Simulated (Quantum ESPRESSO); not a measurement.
**MnHg: spin-resolved density of states**

Where do the states of the two spins of MnHg lie?

Program: Quantum ESPRESSO 7.5. Level of theory: PBE; plane waves with GBRV 1.5 PBE potentials, no spin-orbit coupling. Results are calculated unless marked as measured.

## 1. Starting point

Symmetry: Pm-3m, No. 221, cubic system. Conventional cell: a = 3.315 Å, b = 3.315 Å, c = 3.315 Å, α = 90.00°, β = 90.00°, γ = 90.00°. Nearest to Mn lie 8 Hg at 2.87 Å. Hg has 8 Mn at 2.87 Å nearest. Farther neighbours are not listed.

As a file:

```cif
data_structure
_symmetry_space_group_name_H-M 'Pm-3m'
_symmetry_Int_Tables_number 221
_cell_length_a 3.3150
_cell_length_b 3.3150
_cell_length_c 3.3150
_cell_angle_alpha 90.000
_cell_angle_beta 90.000
_cell_angle_gamma 90.000
_cell_volume 36.43
loop_
_atom_site_label
_atom_site_type_symbol
_atom_site_symmetry_multiplicity
_atom_site_Wyckoff_symbol
_atom_site_fract_x
_atom_site_fract_y
_atom_site_fract_z
_atom_site_occupancy
Mn1 Mn 1 b 0.50000 0.50000 0.50000 1
Hg1 Hg 1 a 0.00000 0.00000 0.00000 1
```

The cell comes from the Crystallography Open Database.

## 2. Ground-state run

This state came out lowest in a comparison of starts that is told elsewhere.

Input file pw.in:

```
&CONTROL
  calculation = 'scf'
  prefix = 'pwscf'
  outdir = './tmp'
  pseudo_dir = './pseudo'
  disk_io = 'low'
  tprnfor = .true.
  tstress = .true.
/
&SYSTEM
  ibrav = 0
  celldm(1) = 8
  nat = 4
  ntyp = 3
  ecutwfc = 40
  ecutrho = 280
  nbnd = 40
  occupations = 'smearing'
  smearing = 'fd'
  degauss = 0.00999582
  nspin = 2
  starting_magnetization(1) = 0.2333
  starting_magnetization(2) = -0.2333
  starting_magnetization(3) = 0
/
&ELECTRONS
  conv_thr = 8d-09
  electron_maxstep = 150
  mixing_beta = 0.3
/
ATOMIC_SPECIES
Mn1    54.9380 mn_pbe_v1.5.uspp.F.UPF
Mn2    54.9380 mn_pbe_v1.5.uspp.F.UPF
Hg    200.5920 hg_pbe_v1.uspp.F.UPF
CELL_PARAMETERS alat
   1.5661105257836    0.0000000000000    0.0000000000000
   0.7830552628918    0.7830552628918    0.0000000000000
   0.7830552628918    0.0000000000000    0.7830552628918
ATOMIC_POSITIONS crystal
Mn1     0.7500000000    0.5000000000    0.5000000000
Mn2     0.2500000000    0.5000000000    0.5000000000
Hg      0.0000000000    0.0000000000    0.0000000000
Hg      0.5000000000    0.0000000000    0.0000000000
K_POINTS automatic
4 8 8 0 0 0
```

Command:

```
OMP_NUM_THREADS=1 mpirun -n 2 pw.x -nk 2 -in pw.in > pw.out
```

What it wrote:

```text
Program PWSCF v.7.5 starts

     Message from routine setup:
     using ibrav=0 with symmetry is DISCOURAGED, use correct ibrav instead

     K-points division:     npool     =       2
     Subspace diagonalization in iterative solution of the eigenvalue problem:

     bravais-lattice index     =            0
     lattice parameter (alat)  =       8.0000  a.u.
     unit-cell volume          =     491.6739 (a.u.)^3
     number of atoms/cell      =            4
     number of atomic types    =            3
     number of electrons       =        54.00
     number of Kohn-Sham states=           40
     kinetic-energy cutoff     =      40.0000  Ry
     charge density cutoff     =     280.0000  Ry
     scf convergence threshold =      8.0E-09
     mixing beta               =       0.3000
     number of iterations used =            8  plain     mixing
     Exchange-correlation= SLA  PW   PBE  PBE
                           (   1   4   3   4   0   0   0)

     celldm(1)=   8.000000  celldm(2)=   0.000000  celldm(3)=   0.000000
     celldm(4)=   0.000000  celldm(5)=   0.000000  celldm(6)=   0.000000

     crystal axes: (cart. coord. in units of alat)
               a(1) = (   1.566111   0.000000   0.000000 )
               a(2) = (   0.783055   0.783055   0.000000 )
               a(3) = (   0.783055   0.000000   0.783055 )

     reciprocal axes: (cart. coord. in units 2 pi/alat)
               b(1) = (  0.638525 -0.638525 -0.638525 )
               b(2) = (  0.000000  1.277049  0.000000 )
               b(3) = (  0.000000  0.000000  1.277049 )

     PseudoPot. # 1 for Mn read from file:
     mn_pbe_v1.5.uspp.F.UPF
     Pseudo is Ultrasoft + core correction, Zval = 15.0

     PseudoPot. # 2 for Mn read from file:
     mn_pbe_v1.5.uspp.F.UPF
     Pseudo is Ultrasoft + core correction, Zval = 15.0

     PseudoPot. # 3 for Hg read from file:
     hg_pbe_v1.uspp.F.UPF
     Pseudo is Ultrasoft + core correction, Zval = 12.0

     atomic species   valence    mass     pseudopotential
     Mn1              15.00    54.93800     Mn( 1.00)
     Mn2              15.00    54.93800     Mn( 1.00)
     Hg               12.00   200.59200     Hg( 1.00)

     Starting magnetic structure
     atomic species   magnetization
     Mn1             0.233
     Mn2            -0.233
     Hg              0.000

     48 Sym. Ops., with inversion, found (24 have fractional translation)

   Cartesian axes

     site n.     atom                  positions (alat units)
         1        Mn1    tau(   1) = (   1.9576382   0.3915276   0.3915276  )
         2        Mn2    tau(   2) = (   1.1745829   0.3915276   0.3915276  )
         3        Hg     tau(   3) = (   0.0000000   0.0000000   0.0000000  )
         4        Hg     tau(   4) = (   0.7830553   0.0000000   0.0000000  )

     number of k points=    19  Fermi-Dirac smearing, width (Ry)=  0.0100
                       cart. coord. in units 2pi/alat
        k(    1) = (   0.0000000   0.0000000   0.0000000), wk =   0.0039062
        k(    2) = (   0.0000000   0.0000000   0.1596311), wk =   0.0234375
        k(    3) = (   0.0000000   0.0000000   0.3192623), wk =   0.0234375
        k(    4) = (   0.0000000   0.0000000   0.4788934), wk =   0.0234375
        k(    5) = (   0.0000000   0.0000000  -0.6385245), wk =   0.0117188
        [... 14 further k-points ...]

     Dense  grid:    38949 G-vectors     FFT dimensions: (  72,  48,  48)

     Smooth grid:    16865 G-vectors     FFT dimensions: (  54,  36,  36)

     Check: negative core charge=   -0.000026
     Generating pointlists ...
     new r_m :   0.2797 (alat units)  2.2379 (a.u.) for type    1
     new r_m :   0.2797 (alat units)  2.2379 (a.u.) for type    2
     new r_m :   0.2797 (alat units)  2.2379 (a.u.) for type    3

     Initial potential from superposition of free atoms

     starting charge      52.9997, renormalised to      54.0000
     Starting wfcs are   44 randomized atomic wfcs

     Self-consistent Calculation

     iteration #  1     ecut=    40.00 Ry     beta= 0.30
     Davidson diagonalization with overlap
     ethr =  1.00E-02,  avg # of iterations =  4.2

     total energy              =    -637.75406604 Ry
     estimated scf accuracy    <       0.79486898 Ry

     total magnetization       =    -0.00 Bohr mag/cell
     absolute magnetization    =     7.59 Bohr mag/cell

     iteration #  2     ecut=    40.00 Ry     beta= 0.30
     Davidson diagonalization with overlap
     ethr =  1.47E-03,  avg # of iterations =  2.0

     total energy              =    -637.87789464 Ry
     estimated scf accuracy    <       0.05864152 Ry

     total magnetization       =    -0.00 Bohr mag/cell
     absolute magnetization    =     7.76 Bohr mag/cell

     [... further iterations left out ...]

     iteration # 11     ecut=    40.00 Ry     beta= 0.30
     Davidson diagonalization with overlap
     ethr =  7.53E-09,  avg # of iterations =  2.0

     negative rho (up, down):  1.324E-04 1.324E-04

     total energy              =    -637.89645830 Ry
     estimated scf accuracy    <       0.00000016 Ry

     total magnetization       =     0.00 Bohr mag/cell
     absolute magnetization    =     8.30 Bohr mag/cell

     iteration # 12     ecut=    40.00 Ry     beta= 0.30
     Davidson diagonalization with overlap
     ethr =  2.96E-10,  avg # of iterations =  3.4

     negative rho (up, down):  1.324E-04 1.324E-04

     Magnetic moment per site  (integrated on atomic sphere of radius R)
     atom   1 (R=0.280)  charge= 13.7084  magn=  3.8907
     atom   2 (R=0.280)  charge= 13.7084  magn= -3.8907
     atom   3 (R=0.280)  charge= 10.1850  magn=  0.0000
     atom   4 (R=0.280)  charge= 10.1850  magn=  0.0000

     End of self-consistent calculation

     [... lines left out ...]
     the Fermi energy is    13.9809 ev

!    total energy              =    -637.89645837 Ry
     estimated scf accuracy    <          3.0E-09 Ry
     smearing contrib. (-TS)   =      -0.01227248 Ry
     internal energy E=F+TS    =    -637.88418590 Ry

     The total energy is F=E-TS. E is the sum of the following terms:
     one-electron contribution =    -236.03105992 Ry
     hartree contribution      =     156.07351998 Ry
     xc contribution           =    -131.50089339 Ry
     ewald contribution        =    -426.42575257 Ry

     total magnetization       =     0.00 Bohr mag/cell
     absolute magnetization    =     8.30 Bohr mag/cell

     convergence has been achieved in  12 iterations

     negative rho (up, down):  1.324E-04 1.324E-04

     Forces acting on atoms (cartesian axes, Ry/au):

     atom    1 type  1   force =     0.00000000    0.00000000    0.00000000
     atom    2 type  2   force =     0.00000000    0.00000000    0.00000000
     atom    3 type  3   force =     0.00000000    0.00000000   -0.00000000
     atom    4 type  3   force =     0.00000000    0.00000000    0.00000000

     Total force =     0.000000     Total SCF correction =     0.000000

     Computing stress (Cartesian axis) and pressure

     negative rho (up, down):  1.324E-04 1.324E-04
          total   stress  (Ry/bohr**3)                   (kbar)     P=       -5.24
  -0.00003562   0.00000000  -0.00000000           -5.24        0.00       -0.00
   0.00000000  -0.00003562  -0.00000000            0.00       -5.24       -0.00
   0.00000000  -0.00000000  -0.00003562            0.00       -0.00       -5.24

=------------------------------------------------------------------------------=
   JOB DONE.
=------------------------------------------------------------------------------=
```

Elapsed: 45 s, on 2 MPI ranks of Intel Xeon Platinum 8488C (Sapphire Rapids), shared host; peak memory 0.32 GiB; 90 s of CPU time.

Spin moment in the atom's sphere by atom:

| atom | spin moment in the atom's sphere (μB) |
| --- | --- |
| Mn1 | 3.89 |
| Mn2 | -3.89 |
| Hg3 | 0.00 |
| Hg4 | 0.00 |

Numbers from this step:

```yaml
smearing_term_ts: 0.1670 eV
pressure: -0.524 GPa
magnetization: 0 μB
absolute_magnetization: 8.304 μB
final_state: antiferromagnetic
```

## 3. Post-processing

Input file projwfc.in:

```
&PROJWFC
  prefix = 'pwscf'
  outdir = './tmp'
  filpdos = 'pdos'
  ngauss = 0
  degauss = 0.01
  DeltaE = 0.05
  Emin = 4.98
  Emax = 18.98
/
```

Command:

```
OMP_NUM_THREADS=1 mpirun -n 2 projwfc.x -nk 2 -in projwfc.in > projwfc.out
```

What it wrote:

```text
[banner, memory and clock lines left out]
Program PROJWFC v.7.5 starts

     [... lines left out ...]
     IMPORTANT: XC functional enforced from input :
     Exchange-correlation= PBE
                           (   1   4   3   4   0   0   0)
     Any further DFT definition will be discarded
     Please, verify this is what you really want

     G-vector sticks info

     Check: negative core charge=   -0.000026

     negative rho (up, down):  1.324E-04 1.324E-04

     Gaussian broadening (read from input): ngauss,degauss=   0    0.010000

     Calling projwave ....

  Problem Sizes
  natomwfc =           44
  nbnd     =           40
  nkstot   =           38
  npwx     =         2120
  nkb      =           72

     Atomic states used for projection
     (read from pseudopotential files):

     state #   1: atom   1 (Mn1), wfc  1 (l=0 m= 1)
     state #   2: atom   1 (Mn1), wfc  2 (l=1 m= 1)
     state #   3: atom   1 (Mn1), wfc  2 (l=1 m= 2)
     state #   4: atom   1 (Mn1), wfc  2 (l=1 m= 3)
     state #   5: atom   1 (Mn1), wfc  3 (l=0 m= 1)
     state #   6: atom   1 (Mn1), wfc  4 (l=2 m= 1)
     state #   7: atom   1 (Mn1), wfc  4 (l=2 m= 2)
     state #   8: atom   1 (Mn1), wfc  4 (l=2 m= 3)
     state #   9: atom   1 (Mn1), wfc  4 (l=2 m= 4)
     state #  10: atom   1 (Mn1), wfc  4 (l=2 m= 5)
     state #  11: atom   1 (Mn1), wfc  5 (l=1 m= 1)
     state #  12: atom   1 (Mn1), wfc  5 (l=1 m= 2)
     state #  13: atom   1 (Mn1), wfc  5 (l=1 m= 3)
     state #  14: atom   2 (Mn2), wfc  1 (l=0 m= 1)
     state #  15: atom   2 (Mn2), wfc  2 (l=1 m= 1)
     state #  16: atom   2 (Mn2), wfc  2 (l=1 m= 2)
     state #  17: atom   2 (Mn2), wfc  2 (l=1 m= 3)
     state #  18: atom   2 (Mn2), wfc  3 (l=0 m= 1)
     state #  19: atom   2 (Mn2), wfc  4 (l=2 m= 1)
     state #  20: atom   2 (Mn2), wfc  4 (l=2 m= 2)
     state #  21: atom   2 (Mn2), wfc  4 (l=2 m= 3)
     state #  22: atom   2 (Mn2), wfc  4 (l=2 m= 4)
     state #  23: atom   2 (Mn2), wfc  4 (l=2 m= 5)
     state #  24: atom   2 (Mn2), wfc  5 (l=1 m= 1)
     state #  25: atom   2 (Mn2), wfc  5 (l=1 m= 2)
     state #  26: atom   2 (Mn2), wfc  5 (l=1 m= 3)
     state #  27: atom   3 (Hg ), wfc  1 (l=2 m= 1)
     state #  28: atom   3 (Hg ), wfc  1 (l=2 m= 2)
     state #  29: atom   3 (Hg ), wfc  1 (l=2 m= 3)
     state #  30: atom   3 (Hg ), wfc  1 (l=2 m= 4)
     state #  31: atom   3 (Hg ), wfc  1 (l=2 m= 5)
     state #  32: atom   3 (Hg ), wfc  2 (l=0 m= 1)
     state #  33: atom   3 (Hg ), wfc  3 (l=1 m= 1)
     state #  34: atom   3 (Hg ), wfc  3 (l=1 m= 2)
     state #  35: atom   3 (Hg ), wfc  3 (l=1 m= 3)
     state #  36: atom   4 (Hg ), wfc  1 (l=2 m= 1)
     state #  37: atom   4 (Hg ), wfc  1 (l=2 m= 2)
     state #  38: atom   4 (Hg ), wfc  1 (l=2 m= 3)
     state #  39: atom   4 (Hg ), wfc  1 (l=2 m= 4)
     state #  40: atom   4 (Hg ), wfc  1 (l=2 m= 5)
     state #  41: atom   4 (Hg ), wfc  2 (l=0 m= 1)
     state #  42: atom   4 (Hg ), wfc  3 (l=1 m= 1)
     state #  43: atom   4 (Hg ), wfc  3 (l=1 m= 2)
     state #  44: atom   4 (Hg ), wfc  3 (l=1 m= 3)

 [... projections of the bands left out ...]

Lowdin Charges:

     Atom #   1: total charge =  14.9724, s =  2.3195, p =  7.1043, d =  5.5486,
                 spin up      =   9.5987, s =  1.2037,
                 spin up      =   9.5987, p =  3.6382, pz=  1.2127, px=  1.2127, py=  1.2127,
                 spin up      =   9.5987, d =  4.7568, dz2=  0.9569, dxz=  0.9477, dyz=  0.9477, dx2-y2=  0.9569, dxy=  0.9477,
                 spin down    =   5.3738, s =  1.1158,
                 spin down    =   5.3738, p =  3.4661, pz=  1.1554, px=  1.1554, py=  1.1554,
                 spin down    =   5.3738, d =  0.7919, dz2=  0.1232, dxz=  0.1818, dyz=  0.1818, dx2-y2=  0.1232, dxy=  0.1818,
                 polarization =   4.2249, s =  0.0879, p =  0.1721, d =  3.9649,
     Atom #   2: total charge =  14.9724, s =  2.3195, p =  7.1043, d =  5.5486,
                 spin up      =   5.3738, s =  1.1158,
                 spin up      =   5.3738, p =  3.4661, pz=  1.1554, px=  1.1554, py=  1.1554,
                 spin up      =   5.3738, d =  0.7919, dz2=  0.1232, dxz=  0.1818, dyz=  0.1818, dx2-y2=  0.1232, dxy=  0.1818,
                 spin down    =   9.5986, s =  1.2037,
                 spin down    =   9.5986, p =  3.6382, pz=  1.2127, px=  1.2127, py=  1.2127,
                 spin down    =   9.5986, d =  4.7568, dz2=  0.9569, dxz=  0.9477, dyz=  0.9477, dx2-y2=  0.9569, dxy=  0.9477,
                 polarization =  -4.2249, s = -0.0879, p = -0.1721, d = -3.9649,
     Atom #   3: total charge =  11.9807, s =  0.9019, p =  1.2666, d =  9.8122,
                 spin up      =   5.9903, s =  0.4509,
                 spin up      =   5.9903, p =  0.6333, pz=  0.2111, px=  0.2111, py=  0.2111,
                 spin up      =   5.9903, d =  4.9061, dz2=  0.9922, dxz=  0.9739, dyz=  0.9739, dx2-y2=  0.9922, dxy=  0.9739,
                 spin down    =   5.9903, s =  0.4509,
                 spin down    =   5.9903, p =  0.6333, pz=  0.2111, px=  0.2111, py=  0.2111,
                 spin down    =   5.9903, d =  4.9061, dz2=  0.9922, dxz=  0.9739, dyz=  0.9739, dx2-y2=  0.9922, dxy=  0.9739,
                 polarization =  -0.0000, s =  0.0000, p = -0.0000, d =  0.0000,
     Atom #   4: total charge =  11.9807, s =  0.9019, p =  1.2666, d =  9.8122,
                 spin up      =   5.9903, s =  0.4509,
                 spin up      =   5.9903, p =  0.6333, pz=  0.2111, px=  0.2111, py=  0.2111,
                 spin up      =   5.9903, d =  4.9061, dz2=  0.9922, dxz=  0.9739, dyz=  0.9739, dx2-y2=  0.9922, dxy=  0.9739,
                 spin down    =   5.9903, s =  0.4509,
                 spin down    =   5.9903, p =  0.6333, pz=  0.2111, px=  0.2111, py=  0.2111,
                 spin down    =   5.9903, d =  4.9061, dz2=  0.9922, dxz=  0.9739, dyz=  0.9739, dx2-y2=  0.9922, dxy=  0.9739,
                 polarization =  -0.0000, s =  0.0000, p = -0.0000, d =  0.0000,
     Spilling Parameter:   0.0017
```

It took 2.7 s on 2 MPI ranks; peak memory 0.19 GiB; 5.2 s of CPU time.

The density of states has structure finer than the step of the table below, so its rows give means over 0.5 eV, whole bins alone (the curve runs from -9.00 to 5.05 eV). Peaks (eV: height): up = down -8.00: 8.38, -7.40: 9.29, -2.65: 7.17, 0.90: 5.36; Mn1 d up = Mn2 d down -2.65: 6.47; Mn1 d down 0.90: 4.83; Mn2 d up 0.90: 4.83; Hg3 p up -3.20: 0.138, -1.20: 0.148, -0.85: 0.137, 0.00: 0.136.

Gaussian broadening of 0.136 eV on the SCF mesh. Density of states against energy, zero at the Fermi level; means over each step; values in states/eV/cell:

| energy (eV) | up = down | Mn1 d up = Mn2 d down | Mn1 d down | Mn2 d up | Hg3 p up | Hg3 p down |
| --- | --- | --- | --- | --- | --- | --- |
| -8.5 | 1.29 | 0.0121 | 0.00670 | 0.00670 | 0.0379 | 0.0379 |
| -8.0 | 7.19 | 0.0956 | 0.0414 | 0.0414 | 0.0717 | 0.0717 |
| -7.5 | 8.21 | 0.120 | 0.0472 | 0.0472 | 0.0425 | 0.0425 |
| -7.0 | 3.39 | 0.0312 | 0.0140 | 0.0140 | 0.0312 | 0.0312 |
| -6.5 | 1.01 | 0.0115 | 0.00409 | 0.00409 | 0.0451 | 0.0451 |
| -6.0 | 0.581 | 0.0203 | 0.00550 | 0.00550 | 0.0549 | 0.0549 |
| -5.5 | 0.270 | 0.0225 | 0.00759 | 0.00759 | 0.0260 | 0.0260 |
| -5.0 | 0.911 | 0.104 | 0.0228 | 0.0228 | 0.0540 | 0.0540 |
| -4.5 | 0.714 | 0.181 | 0.0300 | 0.0300 | 0.0628 | 0.0628 |
| -4.0 | 0.378 | 0.152 | 0.0195 | 0.0195 | 0.0325 | 0.0325 |
| -3.5 | 0.827 | 0.483 | 0.0162 | 0.0162 | 0.0804 | 0.0804 |
| -3.0 | 3.57 | 2.95 | 0.0509 | 0.0509 | 0.118 | 0.118 |
| -2.5 | 4.49 | 3.90 | 0.0789 | 0.0789 | 0.0910 | 0.0910 |
| -2.0 | 1.31 | 0.763 | 0.0797 | 0.0797 | 0.0841 | 0.0841 |
| -1.5 | 0.907 | 0.315 | 0.124 | 0.124 | 0.0813 | 0.0813 |
| -1.0 | 1.19 | 0.214 | 0.281 | 0.281 | 0.128 | 0.128 |
| -0.5 | 0.791 | 0.0776 | 0.350 | 0.350 | 0.0774 | 0.0774 |
| 0.0 | 1.46 | 0.122 | 0.800 | 0.800 | 0.106 | 0.106 |
| 0.5 | 1.59 | 0.0595 | 1.21 | 1.21 | 0.0620 | 0.0620 |
| 1.0 | 3.92 | 0.0771 | 3.44 | 3.44 | 0.0618 | 0.0619 |
| 1.5 | 1.99 | 0.0601 | 1.45 | 1.45 | 0.0660 | 0.0660 |
| 2.0 | 0.835 | 0.0210 | 0.433 | 0.433 | 0.0476 | 0.0476 |
| 2.5 | 1.03 | 0.0317 | 0.361 | 0.361 | 0.0764 | 0.0764 |
| 3.0 | 1.03 | 0.0255 | 0.318 | 0.318 | 0.0613 | 0.0613 |
| 3.5 | 0.573 | 0.0166 | 0.0668 | 0.0668 | 0.0628 | 0.0628 |
| 4.0 | 0.883 | 0.0115 | 0.144 | 0.144 | 0.0894 | 0.0894 |
| 4.5 | 0.873 | 0.0100 | 0.0647 | 0.0647 | 0.0682 | 0.0682 |

## 4. Summary of results

| Quantity | Value |
| --- | --- |
| state | antiferromagnetic |
| largest moment in a sphere | 3.89 μB |

**Reading.** Distinct peaks of the density of states (up = down) stand at -8.00, -7.40, -2.65, 0.00 and 0.90 eV; the one at -7.40 eV is strongest. These are Kohn–Sham states without spin–orbit coupling, on the mesh of the self-consistent run. The moments are opposed on like sites, so the totals of the two spins are equal and the projections on single atoms show the splitting. Energies are free energies at an electronic temperature of 1580 K, which lowers moments and differences where the moments are itinerant.

[Logs and program files are shortened in this print: banners, set-up blocks, solver, clock and traceback lines can be left out without a mark of their own.]

[Logs are printed without paths, hosts, clocks, repeated set-up lines and the standing remarks that a program may print on its own settings, such as how far it seeks lower states.]

[Hosts, paths, dates, database ids (printed as entryN), source tags and the programs' standing remarks are cut or masked in the printed files.]

[Where a cell is said to come from a database of computed structures, the database is the Materials Project.]
